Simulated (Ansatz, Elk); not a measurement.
# How far do independent atoms describe BeRu?, part 2 of 2

Structure refinements treat a crystal as free atoms side by side. For a made-up structure of BeRu (cell and positions from a PBE relaxation) the runs below show what the calculated density changes in F(hkl).

Elk 11.2.3 (patched build); all-electron DFT.

So far: Set-up; Ground state and structure factors; The highest occupied states alone.

The structure was built from a prototype and need not be the compound's stable phase.

**4. Another functional**

Level of this step: DFT, PBEsol, all-electron APW+lo, Dirac cores, scalar-relativistic bands, static density, no spin (Elk).

The difference from free atoms is small, so it is set against the change that PBEsol makes.

The input, elk.in:

```
tasks
  0
  195

xctype
  22

spinpol
  .false.

rgkmax
  7.0

gmaxvr
  14.0

lmaxo
  7

lmaxapw
  8

swidth
  0.002

tshift
  .false.

ramdisk
  .false.

hmaxvr
  5.5

maxscl
  120

epspot
  1e-06

sppath
  './'

avec
  5.24673342650 -0.00000000000 0.00000000000
  -0.00000000000 5.24673342650 0.00000000000
  0.00000000000 0.00000000000 10.66873775139

atoms
  2
  'Ru.in'
  2
  0.5000000000 -0.0000000000 0.1516289518   0.000000 0.000000 0.000000
  -0.0000000000 0.5000000000 0.8483710482   0.000000 0.000000 0.000000
  'Be.in'
  2
  0.5000000000 -0.0000000000 0.5936146680   0.000000 0.000000 0.000000
  0.0000000000 0.5000000000 0.4063853320   0.000000 0.000000 0.000000

ngridk
  8 8 4
```

Started as:

```console
> OMP_NUM_THREADS=4 elk
```

Numbers of over 12 decimals in the logs are rounded to 6 here.

The program printed:

```text
┌─────────────────────────┐
│ Elk code version 11.2.3 │
└─────────────────────────┘

All units are atomic (Hartree, Bohr, etc.)

┌─────────────────────────────────────────────────┐
│ Ground-state run starting from atomic densities │
└─────────────────────────────────────────────────┘

Lattice vectors :
   5.246733426      -0.000000000       0.000000000
  -0.000000000       5.246733426       0.000000000
   0.000000000       0.000000000       10.66873775

Reciprocal lattice vectors :
   1.197542318       0.000000000      -0.000000000
[...]
muffin-tins (core leakage)
  species : 1 (Ru)
[...]
species : 2 (Be)
   atom 1                    :    2.850591578     (  0.1209512229E-02)
   atom 2                    :    2.850591578     (  0.1209512229E-02)
 total in muffin-tins        :    90.91385842
 total calculated charge     :    95.99647865
 total charge                :    96.00000000
 error                       :   0.3521345721E-02

┌──────────────────────────────┐
│ Self-consistent loop stopped │
└──────────────────────────────┘

Warning : core states of species 2 leak from the muffin-tin :   0.1209512229E-02

Wrote STATE.OUT
[key lines of the parts left out:]
total energy                :     -9088.5399263554
```

Run time: 19 s. Hardware: 4 threads of Arm Neoverse V2, shared host; peak memory 0.17 GiB; 59 s of CPU time.

Against the first run R = 0.02 %; the largest change is -0.025 at 110.

**5. Basis size**

A smaller basis shows how fast F responds to it; the change is likely larger than the basis error of the first run, but doesn't show convergence.

elk.in: that of step 4 with these lines changed.

```diff
@@ -5,3 +5,3 @@
 xctype
-  22
+  20
 
@@ -11,3 +11,3 @@
 rgkmax
-  7.0
+  5.5
```

Started as:

```console
> OMP_NUM_THREADS=4 elk
```

The program printed:

```text
┌─────────────────────────┐
│ Elk code version 11.2.3 │
└─────────────────────────┘

All units are atomic (Hartree, Bohr, etc.)

┌─────────────────────────────────────────────────┐
│ Ground-state run starting from atomic densities │
└─────────────────────────────────────────────────┘

Lattice vectors :
   5.246733426      -0.000000000       0.000000000
  -0.000000000       5.246733426       0.000000000
   0.000000000       0.000000000       10.66873775

Reciprocal lattice vectors :
   1.197542318       0.000000000      -0.000000000
[...]
muffin-tins (core leakage)
  species : 1 (Ru)
[...]
species : 2 (Be)
   atom 1                    :    2.844832121     (  0.1159153069E-02)
   atom 2                    :    2.844832121     (  0.1159153069E-02)
 total in muffin-tins        :    90.82093863
 total calculated charge     :    95.99650057
 total charge                :    96.00000000
 error                       :   0.3499432303E-02

┌──────────────────────────────┐
│ Self-consistent loop stopped │
└──────────────────────────────┘

Warning : core states of species 2 leak from the muffin-tin :   0.1159153069E-02

Wrote STATE.OUT
[key lines of the parts left out:]
total energy                :     -9093.2299461789
```

Wall time 16 s (4 threads); peak memory 0.17 GiB; 49 s of CPU time.

Against the first run R = 0.03 %; the largest change is +0.034 at 004.

**6. A coarser k-mesh**

About half the k-points along each axis test the sampling.

elk.in: that of step 5 with these lines changed.

```diff
@@ -11,3 +11,3 @@
 rgkmax
-  5.5
+  7.0
 
@@ -60,2 +60,2 @@
 ngridk
-  8 8 4
+  4 4 2
```

Started as:

```console
> OMP_NUM_THREADS=4 elk
```

The program printed:

```text
┌─────────────────────────┐
│ Elk code version 11.2.3 │
└─────────────────────────┘

All units are atomic (Hartree, Bohr, etc.)

┌─────────────────────────────────────────────────┐
│ Ground-state run starting from atomic densities │
└─────────────────────────────────────────────────┘

Lattice vectors :
   5.246733426      -0.000000000       0.000000000
  -0.000000000       5.246733426       0.000000000
   0.000000000       0.000000000       10.66873775

Reciprocal lattice vectors :
   1.197542318       0.000000000      -0.000000000
[...]
muffin-tins (core leakage)
  species : 1 (Ru)
[...]
species : 2 (Be)
   atom 1                    :    2.854170299     (  0.1161893413E-02)
   atom 2                    :    2.854170299     (  0.1161893413E-02)
 total in muffin-tins        :    90.91561749
 total calculated charge     :    95.99655241
 total charge                :    96.00000000
 error                       :   0.3447587788E-02

┌──────────────────────────────┐
│ Self-consistent loop stopped │
└──────────────────────────────┘

Warning : core states of species 2 leak from the muffin-tin :   0.1161893413E-02

Wrote STATE.OUT
[key lines of the parts left out:]
total energy                :     -9093.2933814021
```

Wall time 9.4 s (4 threads); peak memory 0.17 GiB; 23 s of CPU time.

Against the first run R = 0.02 %; the largest change is +0.040 at 003.

**7. Settings against the effect**

```csv
run,R against the first run (%),"R against neutral atoms, low angle (%)",wall time
"PBE, rgkmax 7",0.00,0.73,20 s
PBEsol,0.02,0.75,19 s
rgkmax 5.5,0.03,0.75,16 s
k-mesh 4×4×2,0.02,0.73,9.4 s
```

**8. Results**

```yaml
r_against_neutral_atoms_sin_theta_lambda_0p3_a_minus1: 0.73 %
r_against_neutral_atoms_0p3_to_0p82_a_minus1: 0.25 %
```

Independent neutral atoms miss the calculated amplitudes by R = 0.73 % below 0.3 Å⁻¹ and 0.25 % from there to 0.82 Å⁻¹; by shells, 0.44 % below 0.15 Å⁻¹ (1 form), 0.74 % 0.15 to 0.3 (6 forms), 0.39 % 0.3 to 0.45 (13 forms), 0.22 % above 0.45 (67 forms). Bonding, aspherical density and the tables' own atoms all enter these figures, and the runs don't part them. The largest change of an amplitude is -0.57 electrons, at 003. The window's part falls from 20.0 electrons at the origin to at most 0.18 between 0.45 and 0.82 Å⁻¹. Below 0.3 Å⁻¹ the changes that finished (PBEsol, rgkmax 5.5 and k-mesh 4×4×2) move F by R = 0.03 % at most, against the 0.73 % that separates it from free atoms. These runs have no spin, though d or f shells may be open. Part of the difference isn't bonding: the tables are fits to free atoms and ions calculated by other methods than this functional. Thermal motion, anomalous dispersion and extinction are left out.

[Logs are printed without paths, hosts, clocks, repeated set-up lines and the standing remarks that a program may print on its own settings, such as how far it seeks lower states.]

[Hosts, paths, dates, database ids (printed as entryN), source tags and the programs' standing remarks are cut or masked in the printed files.]
